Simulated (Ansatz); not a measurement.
# How fast states decay through LiPH2SeO3

Aim: relax a made-up compound, LiPH2SeO3, and see how good a tunnel barrier it would be. It is built by putting Se for S, Li for K in the KPH2SO3 structure of space group Cm, with the volume rescaled by atomic radii. The parent structure comes from the Materials Project.

Calculated with Ansatz 0.2.0; PBE DFT, plane waves, PAW files, in the first sound run; inputs show where later runs differ.

The structure was built from a prototype and need not be the compound's stable phase.

**1. Set-up**

The structure is monoclinic, space group Cm (No. 8). The conventional cell has a = 6.107 Å, b = 5.912 Å, c = 5.581 Å, α = 90.00°, β = 108.32°, γ = 90.00°. Nearest to Li lie 5 O at 2.71 to 2.86 Å and 2 H at 3.08 Å and 3 Se at 3.12 Å. H has 1 O at 0.96 Å nearest. Nearest to P lie 3 O at 1.44 to 1.48 Å and 1 Se at 1.84 Å. Nearest to Se lie 1 P at 1.84 Å and 2 H at 2.77 Å and 3 Li at 3.12 Å. O has 2 H at 1.39 Å and 1 P at 1.44 Å nearest. O has 1 H at 0.96 Å and 1 P at 1.48 Å nearest. It derives from KPH2SO3. Se for S, Li for K in the KPH2SO3 structure of space group Cm. Farther neighbours and most contacts between anions are not listed.

**2. Cell and atoms at rest**

The substituted atoms don't fit the parent's cell, so cell and atoms relax together. A small smearing keeps the run stable in case the gap closes on the way.

Input file input.yaml:

```yaml
crystal:
  lattice:
    - [3.0533038153, -2.9562372372, 0.0]
    - [3.0533038153, 2.9562372372, 0.0]
    - [-1.7540980792, 0.0, 5.29790467]
  atoms:
    - { symbol: Li, position: [0.847257, 0.847257, 0.611907] }
    - { symbol: H, position: [0.20698, 0.829688, 0.18892] }
    - { symbol: H, position: [0.829688, 0.20698, 0.18892] }
    - { symbol: P, position: [0.344861, 0.344861, 0.111208] }
    - { symbol: Se, position: [0.384806, 0.384806, 0.797994] }
    - { symbol: O, position: [0.107084, 0.107084, 0.10396] }
    - { symbol: O, position: [0.262321, 0.651173, 0.269541] }
    - { symbol: O, position: [0.651173, 0.262321, 0.269541] }
kpoints:
  mp_grid: { grid: [6, 6, 4] }
scf:
  occupations: { method: gaussian, width: 0.03 }
hamiltonian:
  xc: pbe
output:
  forces: true
  stress: true
relax:
  f_tol: 0.02
  max_steps: 60
  cell: {}
```

Started as:

```sh
$ ansatz run input.yaml --threads 2 --pin off --max-ram 4096MiB --backend cpu --events-out ev --progress --plain --runs-dir out
```

Numbers of over 12 decimals in the logs are rounded to 6 here.

Log:

```text
Engine: ansatz 0.2.0, aarch64-unknown-linux-gnu
Pseudopotentials: kind: paw
Pseudopotential: Li, paw, valence charge 3, recommended cutoff 420 eV (normal), Li.paw.azcp
Pseudopotential: H, paw, valence charge 1, recommended cutoff 420 eV (normal), H.paw.azcp
Pseudopotential: P, paw, valence charge 5, recommended cutoff 420 eV (normal), P.paw.azcp
Pseudopotential: Se, paw, valence charge 16, recommended cutoff 420 eV (normal), Se.paw.azcp
Pseudopotential: O, paw, valence charge 6, recommended cutoff 420 eV (normal), O.paw.azcp
Functional definition: PBE
  parameter kappa = 0.804
  parameter beta = 0.066725
  exchange = pbe_x(kappa = kappa, mu = beta*pi^2/3)
  correlation = pbe_c(beta = beta)
Crystal: 8 atoms, lattice volume = 95.641 Å³
Basis set: ecut = 420 eV, 1853 PW (Γ), exchange–correlation on 60×60×80 points (8 copies of the dense FFT grid, shifted against one another)
Bands: 30, of which v1, the nominal top of the filled ones, is band 22 counted from 1 (21 counted from 0)
Symmetry: 2 space group operations
Space group: Cm (ITA 8), of the structure as read, at distance tolerance 4.6e-5 Å
k-points: 47 of 144 (time reversal used)
Non-local potential: Li, projectors of the file, l = 0: 3, l = 1: 2, l = 2: 1
Non-local potential: H, projectors of the file, l = 0: 2, l = 1: 1
Non-local potential: P, projectors of the file, l = 0: 2, l = 1: 2, l = 2: 2
Non-local potential: Se, projectors of the file, l = 0: 2, l = 1: 2, l = 2: 3, l = 3: 1
Non-local potential: O, projectors of the file, l = 0: 2, l = 1: 2, l = 2: 1
PAW form: soft (Blöchl's): semilocal exchange-correlation on the pseudo side does not see the compensation charge
PAW one-centre angular grid: Li, 110 points (default); XC on 64 Gauss nodes
PAW one-centre angular grid: H, 110 points (default); XC on 64 Gauss nodes
PAW one-centre angular grid: P, 110 points (default); XC on 64 Gauss nodes
PAW one-centre angular grid: Se, 590 points (default); XC on 64 Gauss nodes
PAW one-centre angular grid: O, 110 points (default); XC on 64 Gauss nodes
Initial density: superposition of atomic densities (neutral atoms: chi_scale 0, normalization atom), corrected by the library's trained network
Initial wavefunctions: pseudopotential atomic-orbital guess
Functional: x = pbe(κ = 0.804, μ = 0.219515), c = pbe(β = 0.066725)
SCF iter   1: F=—  HF=-8163.923847 eV  |F-HF|=—  |Δ(HF+E_count)|=         —  Δρ=4.32e-3  dr2=1.83e-2  ethr=1.77e-3  ⟨swp⟩=7.7  Hψ=8351  notcnv=0  defer=18
preconditioner: auto → Resta (q_TF=auto, 2.397 Å⁻¹)  ε∞=2.9  [insulator: Δε(μ)=4.459 eV  Ē_g=15.085 eV  σ=0.030 eV  W_gap=1.00  n_scr=22 (ndim 8)  ℏωp=20.8 eV  f_vac=0.095  D(μ)=0.00/eV (n_scr^D=0)  ε∞_Penn≈2.9]
SCF iter   2: F=—  HF=-8163.916658 eV  |F-HF|=—  |Δ(HF+E_count)|=   7.19e-3  Δρ=2.06e-3  dr2=2.73e-3  ethr=4.15e-5  ⟨swp⟩=3.0  Hψ=2995  notcnv=0  defer=98
SCF iter   3: F=—  HF=-8163.916686 eV  |F-HF|=—  |Δ(HF+E_count)|=   2.81e-5  Δρ=7.07e-4  dr2=5.03e-4  ethr=6.20e-6  ⟨swp⟩=2.7  Hψ=2276  notcnv=0  defer=98
SCF iter   4: F=—  HF=-8163.916779 eV  |F-HF|=—  |Δ(HF+E_count)|=   9.30e-5  Δρ=2.50e-4  dr2=5.15e-5  ethr=1.14e-6  ⟨swp⟩=2.4  Hψ=2087  notcnv=0  defer=98
SCF iter   5: F=—  HF=-8163.916781 eV  |F-HF|=—  |Δ(HF+E_count)|=   1.63e-6  Δρ=8.44e-5  dr2=7.65e-6  ethr=1.17e-7  ⟨swp⟩=2.0  Hψ=1994  notcnv=0  defer=98
SCF iter   6: F=—  HF=-8163.916784 eV  |F-HF|=—  |Δ(HF+E_count)|=   3.43e-6  Δρ=2.49e-5  dr2=6.09e-7  ethr=1.74e-8  ⟨swp⟩=2.1  Hψ=2010  notcnv=0  defer=98
SCF iter   7: F=—  HF=-8163.916785 eV  |F-HF|=—  |Δ(HF+E_count)|=   4.34e-7  Δρ=1.26e-5  dr2=1.20e-7  ethr=2.27e-10  ⟨swp⟩=6.0  Hψ=5318  notcnv=0
SCF iter   8: F=-8163.916785 eV  HF=-8163.916785 eV  |F-HF|=9.10e-9  |Δ(HF+E_count)|=   2.24e-8  Δρ=2.40e-6  dr2=5.71e-9  ethr=2.27e-10  ⟨swp⟩=5.0  Hψ=4657  notcnv=0
SCF 1 converged in 8 iterations: F = -8163.916785 eV  dr2 = 5.71e-9
  greatest PAW one-centre occupation: 1.000 electrons in one spin orbital (limit 2), on the Se atom at site 4 (counted from 0), in its partial waves of l = 2
relax step   1: F+E_penalty+E_count = -8163.91678491 eV  Δ(F+E_penalty+E_count) = +0.000e0 eV  max|allowed force component| = 1.071e1 eV/Å  Δτ_max = 0.0000 Å  P = +33.987 GPa  Ω = 95.641 Å³  (8 SCF iters, dr2 threshold 1.00e-7 eV, accepted)
Crystal: 8 atoms, lattice volume = 101.418 Å³
Basis set: ecut = 420 eV, 2001 PW (Γ), exchange–correlation on 60×60×80 points (8 copies of the dense FFT grid, shifted against one another)
Initial density: handed on by an earlier stage of this run
Initial wavefunctions: those handed on with the density
iter 1 solved again at ethr=2.49e-3 eV; its pass at ethr=3.10e-3 eV (dr2=1.09e0 eV) is discarded
SCF iter   1: F=—  HF=-8166.622734 eV  |F-HF|=—  |Δ(HF+E_count)|=         —  Δρ=2.68e-2  dr2=1.09e0  ethr=2.49e-3  ⟨swp⟩=1.1  Hψ=8963  notcnv=0
preconditioner: auto → Resta (q_TF=auto, 2.374 Å⁻¹)  ε∞=3.0  [insulator: Δε(μ)=3.780 eV  Ē_g=14.167 eV  σ=0.030 eV  W_gap=1.00  n_scr=22 (ndim 8)  ℏωp=20.2 eV  f_vac=0.105  D(μ)=0.00/eV (n_scr^D=0)  ε∞_Penn≈3.0]
SCF iter   2: F=—  HF=-8166.294146 eV  |F-HF|=—  |Δ(HF+E_count)|=   3.29e-1  Δρ=9.74e-3  dr2=9.82e-2  ethr=2.48e-3  ⟨swp⟩=3.8  Hψ=2781  notcnv=0  defer=3
SCF iter   3: F=—  HF=-8166.265098 eV  |F-HF|=—  |Δ(HF+E_count)|=   2.90e-2  Δρ=2.59e-3  dr2=6.11e-3  ethr=2.23e-4  ⟨swp⟩=4.1  Hψ=3161  notcnv=0  defer=118
SCF iter   4: F=—  HF=-8166.264665 eV  |F-HF|=—  |Δ(HF+E_count)|=   4.33e-4  Δρ=1.25e-3  dr2=1.13e-3  ethr=1.39e-5  ⟨swp⟩=2.4  Hψ=2586  notcnv=0  defer=118
SCF iter   5: F=—  HF=-8166.264631 eV  |F-HF|=—  |Δ(HF+E_count)|=   3.42e-5  Δρ=2.60e-4  dr2=8.14e-5  ethr=2.56e-6  ⟨swp⟩=2.0  Hψ=1950  notcnv=0  defer=118
SCF iter   6: F=—  HF=-8166.264644 eV  |F-HF|=—  |Δ(HF+E_count)|=   1.29e-5  Δρ=1.53e-4  dr2=1.86e-5  ethr=1.85e-7  ⟨swp⟩=2.7  Hψ=2097  notcnv=0  defer=118
SCF iter   7: F=—  HF=-8166.264646 eV  |F-HF|=—  |Δ(HF+E_count)|=   2.14e-6  Δρ=5.63e-5  dr2=2.63e-6  ethr=4.23e-8  ⟨swp⟩=2.3  Hψ=2087  notcnv=0  defer=118
SCF iter   8: F=-8166.264647 eV  HF=-8166.264647 eV  |F-HF|=1.55e-7  |Δ(HF+E_count)|=   1.15e-6  Δρ=1.03e-5  dr2=1.26e-7  ethr=1.82e-9  ⟨swp⟩=5.7  Hψ=5051  notcnv=0
SCF 2 converged in 8 iterations: F = -8166.264647 eV  dr2 = 1.26e-7
relax step   2: F+E_penalty+E_count = -8166.26464710 eV  Δ(F+E_penalty+E_count) = -2.348e0 eV  max|allowed force component| = 3.041e0 eV/Å  Δτ_max = 0.1977 Å  P = +11.248 GPa  Ω = 101.418 Å³  energy of the carried Pulay correction = -1.497e-2 eV  (8 SCF iters, dr2 threshold 8.00e-7 eV, accepted)
Crystal: 8 atoms, lattice volume = 107.746 Å³
[...]
relax step  32: F+E_penalty+E_count = -8167.10232936 eV  Δ(F+E_penalty+E_count) = +1.034e-3 eV  max|allowed force component| = 3.647e-2 eV/Å  Δτ_max = 0.0183 Å  P = +0.014 GPa  Ω = 105.754 Å³  energy of the carried Pulay correction = -2.580e-3 eV  (7 SCF iters, dr2 threshold 1.17e-7 eV, accepted)
relax step  33: F+E_penalty+E_count = -8167.10231719 eV  Δ(F+E_penalty+E_count) = +1.216e-5 eV  max|allowed force component| = 2.223e-2 eV/Å  Δτ_max = 0.0022 Å  P = -0.017 GPa  Ω = 105.774 Å³  energy of the carried Pulay correction = -2.651e-3 eV  (5 SCF iters, dr2 threshold 8.31e-8 eV, accepted)
relax step  34: F+E_penalty+E_count = -8167.10223105 eV  Δ(F+E_penalty+E_count) = +8.615e-5 eV  max|allowed force component| = 8.763e-3 eV/Å  Δτ_max = 0.0018 Å  P = -0.017 GPa  Ω = 105.821 Å³  energy of the carried Pulay correction = -2.787e-3 eV  (5 SCF iters, dr2 threshold 3.09e-8 eV, accepted)
relax step  35: F+E_penalty+E_count = -8167.10227484 eV  Δ(F+E_penalty+E_count) = -4.379e-5 eV  max|allowed force component| = 1.254e-2 eV/Å  Δτ_max = 0.0082 Å  P = +0.027 GPa  Ω = 105.810 Å³  energy of the carried Pulay correction = -2.798e-3 eV  (10 SCF iters, accepted)
relax step  36: F+E_penalty+E_count = -8167.10208491 eV  Δ(F+E_penalty+E_count) = +1.899e-4 eV  max|allowed force component| = 3.257e-3 eV/Å  Δτ_max = 0.0018 Å  P = -0.006 GPa  Ω = 105.879 Å³  energy of the carried Pulay correction = -3.001e-3 eV  (6 SCF iters, dr2 threshold 6.31e-9 eV, accepted)
relax step  37: F+E_penalty+E_count = -8167.10592805 eV  Δ(F+E_penalty+E_count) = -3.843e-3 eV  max|allowed force component| = 3.640e-3 eV/Å  Δτ_max = 0.0000 Å  P = +0.012 GPa  Ω = 105.879 Å³  stress off target by 1.07e-1 GPa  SCF on the basis re-selected at this cell (its energy is not comparable with the rows above)  (7 SCF iters)
relax step  38: F+E_penalty+E_count = -8167.10535960 eV  Δ(F+E_penalty+E_count) = +5.684e-4 eV  max|allowed force component| = 6.047e-3 eV/Å  Δτ_max = 0.0208 Å  P = -0.006 GPa  Ω = 106.210 Å³  energy of the carried Pulay correction = -9.419e-4 eV  (8 SCF iters, dr2 threshold 2.88e-8 eV, accepted)
relax step  39: F+E_penalty+E_count = -8167.10513401 eV  Δ(F+E_penalty+E_count) = +2.256e-4 eV  max|allowed force component| = 7.938e-3 eV/Å  Δτ_max = 0.0048 Å  P = -0.001 GPa  Ω = 106.295 Å³  energy of the carried Pulay correction = -1.195e-3 eV  (8 SCF iters, accepted)
relax step  40: F+E_penalty+E_count = -8167.10646422 eV  Δ(F+E_penalty+E_count) = -1.330e-3 eV  max|allowed force component| = 8.095e-3 eV/Å  Δτ_max = 0.0000 Å  P = +0.005 GPa  Ω = 106.295 Å³  stress off target by 5.75e-2 GPa  SCF on the basis re-selected at this cell (its energy is not comparable with the rows above)  (6 SCF iters)
relax step  41: F+E_penalty+E_count = -8167.10592204 eV  Δ(F+E_penalty+E_count) = +5.422e-4 eV  max|allowed force component| = 1.550e-2 eV/Å  Δτ_max = 0.0134 Å  P = -0.006 GPa  Ω = 106.513 Å³  energy of the carried Pulay correction = -6.524e-4 eV  (8 SCF iters, dr2 threshold 8.26e-9 eV, accepted)
iter 1 solved again at ethr=9.57e-7 eV; its pass at ethr=3.10e-3 eV (dr2=4.21e-4 eV) is discarded
SCF iter   1: F=—  HF=-8167.105812 eV  |F-HF|=—  |Δ(HF+E_count)|=         —  Δρ=1.62e-4  dr2=7.67e-7  ethr=9.57e-7  ⟨swp⟩=4.3  Hψ=11678  notcnv=0
eigensolver tolerance schedule: the retry pair's looser diagonalisation over-reported the residual by 548.02 of it (diagonalisation noise at 0.20 of the residual, at the tolerance the schedule requests for it); recorded, not acted on — ethr = c·dr2/N_el stays at c = 1.0e-1
preconditioner: auto → Resta (q_TF=auto, 2.355 Å⁻¹)  ε∞=3.0  [insulator: Δε(μ)=3.540 eV  Ē_g=14.096 eV  σ=0.030 eV  W_gap=1.00  n_scr=28 (ndim 8)  ℏωp=19.7 eV  f_vac=0.102  D(μ)=0.00/eV (n_scr^D=0)  ε∞_Penn≈3.0]
SCF iter   2: F=—  HF=-8167.106479 eV  |F-HF|=—  |Δ(HF+E_count)|=   6.67e-4  Δρ=8.15e-5  dr2=1.98e-7  ethr=1.74e-9  ⟨swp⟩=3.0  Hψ=2579  notcnv=0
SCF iter   3: F=—  HF=-8167.106710 eV  |F-HF|=—  |Δ(HF+E_count)|=   2.31e-4  Δρ=9.51e-6  dr2=2.93e-8  ethr=4.50e-10  ⟨swp⟩=2.3  Hψ=2226  notcnv=0
SCF iter   4: F=—  HF=-8167.106712 eV  |F-HF|=—  |Δ(HF+E_count)|=   1.92e-6  Δρ=9.42e-7  dr2=5.35e-10  ethr=6.66e-11  ⟨swp⟩=2.2  Hψ=2270  notcnv=0
SCF iter   5: F=—  HF=-8167.106712 eV  |F-HF|=—  |Δ(HF+E_count)|=   8.79e-9  Δρ=3.95e-7  dr2=1.33e-10  ethr=1.00e-12  ⟨swp⟩=6.0  Hψ=5538  notcnv=0
SCF iter   6: F=-8167.106712 eV  HF=-8167.106712 eV  |F-HF|=7.37e-11  |Δ(HF+E_count)|=  2.24e-10  Δρ=1.68e-7  dr2=3.05e-11  ethr=1.00e-12  ⟨swp⟩=5.0  Hψ=4771  notcnv=0
SCF 42 converged in 6 iterations: F = -8167.106712 eV  dr2 = 3.05e-11
relax step  42: F+E_penalty+E_count = -8167.10671187 eV  Δ(F+E_penalty+E_count) = -7.898e-4 eV  max|allowed force component| = 1.548e-2 eV/Å  Δτ_max = 0.0000 Å  P = -0.002 GPa  Ω = 106.513 Å³  stress off target by 3.13e-2 GPa  SCF on the basis re-selected at this cell (its energy is not comparable with the rows above)  (6 SCF iters)
basis re-selected at this cell: Δ(F+E_penalty+E_count) = -7.898e-4 eV, ΔP = +0.003 GPa vs the last step (what re-selecting the basis moved, of the pressure what is left beyond the Pulay correction that the steps carried, after the strain that the cell walked since its last selection, with what the two solves' SCF thresholds leave and, on support functions, any second-order correction that the steps lacked; it is no m [...]
SCF converged after 6 iterations
Free energy (F): -8167.106712 eV
Harris-Foulkes:  -8167.106712 eV  (|F-HF|=7.37e-11)
Internal energy: -8167.106712 eV  (E = F + TS)
E sigma→0 (E₀):  -8167.106712 eV
Fermi energy:    5.060353 eV
--- Per-component energies (eV) ---
  E_band       = -663.307513
  E_kinetic    = 773.536331
  E_local      = -4538.891481  (includes V_loc(G=0)·N_el)
  E_nonlocal   = -450.962341
  E_hartree    = 1971.995126
  E_xc         = -417.244675
  E_vxc        = -480.303137  (∫ρ·V_xc dr)
  E_paw        = -2977.728074  (= ΣΔE_a)
  E_vpaw       = 89.318023  (= ΣTr[D̂ρ^β])
  E_aug_tail   = 0.004772  (compensation charges beyond the density's cutoff)
  E_ewald      = -2527.816369
  E_smearing   = -0.000000  (= −TS)
  E_closure    = -0.000000  (closes the sum)
  Σ components = -8167.106712   (vs F -8167.106712, Δ=0.00e0)
--- Forces (eV/Å), atoms counted from 1 ---
  atom   1  Li    -0.00012570    -0.00000000    -0.00242047
  atom   2  H     -0.00297296    -0.00828541     0.00409214
  atom   3  H     -0.00297296     0.00828541     0.00409214
  atom   4  P      0.01547861    -0.00000000     0.01030593
  atom   5  Se    -0.00269567    -0.00000000    -0.00090858
  atom   6  O     -0.00289707    -0.00000000    -0.00358154
  atom   7  O     -0.00190682     0.00641505    -0.00579156
  atom   8  O     -0.00190682    -0.00641505    -0.00579156
  max |Σ_I F_I| component: 3.50e-6 eV/Å
--- Stress (GPa, compression-positive) ---
        0.013672       0.000000      -0.012085
        0.000000      -0.031274       0.000000
       -0.012081       0.000000       0.010908
  P = ⅓ Tr σ = -0.0022 GPa (-0.022 kbar)
--- Relaxed structure (37 steps of the walk, 35 accepted, 5 SCFs on fresh bases) ---
  F+E_penalty+E_count = -8167.10671187 eV   max|allowed force component| = 1.548e-2 eV/Å   (the final SCF, on the basis selected at the relaxed cell)
  cell:  # Å, volume = 106.5133 Å³
    - [2.973822, -3.371030, -0.497725]
    - [2.973822, 3.371030, -0.497725]
    - [-2.572058, 9.882004678839396e-17, 5.742951]
  atoms:
    - { symbol: Li, position: [0.808460, 0.808460, 0.654928] }
    - { symbol: H, position: [0.231437, 0.830797, 0.202877] }
    - { symbol: H, position: [0.830797, 0.231437, 0.202877] }
    - { symbol: P, position: [0.344394, 0.344394, 0.098081] }
    - { symbol: Se, position: [0.307575, 0.307575, 0.742258] }
    - { symbol: O, position: [0.069157, 0.069157, 0.063803] }
    - { symbol: O, position: [0.344692, 0.697659, 0.288584] }
    - { symbol: O, position: [0.697659, 0.344692, 0.288584] }
```

The job ended after 8.6 min (2 threads of Arm Neoverse N1, shared host; peak memory 0.45 GiB; 17 min of CPU time).

The steps of the relaxation (22 of 42):

```tsv
step	energy less that of the first step (eV)	largest force component (eV/Å)	pressure (GPa)	volume (Å³)
1	0.0000	10.7066	33.99	95.64
3	-2.7202	1.3749	2.67	107.75
5	-2.9359	0.6813	-0.62	105.89
7	-2.9729	0.1393	-0.16	105.93
9	-3.0034	0.2839	0.57	104.10
11	-3.0182	0.1967	0.10	103.42
13	-3.0221	0.0484	-0.15	103.96
15	-3.0288	0.0310	-0.08	102.56
17	-3.0312	0.0521	0.01	101.90
19	-3.0314	0.0209	-0.02	101.88
21	-3.0316	0.0090	-0.01	101.81
22*	-3.1280	0.0173	1.18	101.81
24	-3.1649	0.1464	0.19	103.56
26	-3.1650	0.0700	-0.05	104.58
28	-3.1648	0.0246	0.01	104.84
30*	-3.1850	0.0158	0.15	104.81
32	-3.1855	0.0365	0.01	105.75
34	-3.1854	0.0088	-0.02	105.82
36	-3.1853	0.0033	-0.01	105.88
38	-3.1886	0.0060	-0.01	106.21
40*	-3.1897	0.0081	0.01	106.30
42*	-3.1899	0.0155	0.00	106.51
```

Relaxation steps marked * repeat the geometry before them on a plane-wave basis chosen anew for their cell, so energy and pressure can jump there. Other such steps can lie between the rows shown. Relaxation steps 19, 25 were tried and not accepted.

The run keeps the 2 symmetry operations that it works with, so distortions that break them were not tested.

```tsv
cell as run	before	after	change
a (Å)	4.250	4.523	+6.4 %
b (Å)	4.250	4.523	+6.4 %
c (Å)	5.581	6.293	+12.8 %
α (°)	103.05	111.67	+8.4 %
β (°)	103.05	111.67	+8.4 %
γ (°)	88.15	96.38	+9.3 %
volume (Å³/atom)	11.96	13.31	+11.4 %
```

The atoms that moved most (Å, as changes of fractional coordinates times the final cell):

```tsv
atom	dx	dy	dz	length
Li1	-0.341	0.000	0.286	0.445
Se5	-0.316	0.000	-0.243	0.399
O8	0.334	0.121	0.045	0.358
O7	0.334	-0.121	0.045	0.358
O6	-0.122	0.000	-0.193	0.228
H2	0.040	-0.079	0.067	0.111
H3	0.040	0.079	0.067	0.111
P4	0.031	0.000	-0.075	0.081
```

This step gave:

- free energy: -8167.1067 eV
- Fermi energy: 5.060 eV
- pressure: -0.002231 GPa

The largest force component on a free atom ends at 0.015 eV/Å.

(Part 1 of 3 ends here.)

[Logs are printed without paths, hosts, clocks, repeated set-up lines and the standing remarks that a program may print on its own settings, such as how far it seeks lower states.]

[Hosts, paths, dates, database ids (printed as entryN), source tags and the programs' standing remarks are cut or masked in the printed files.]
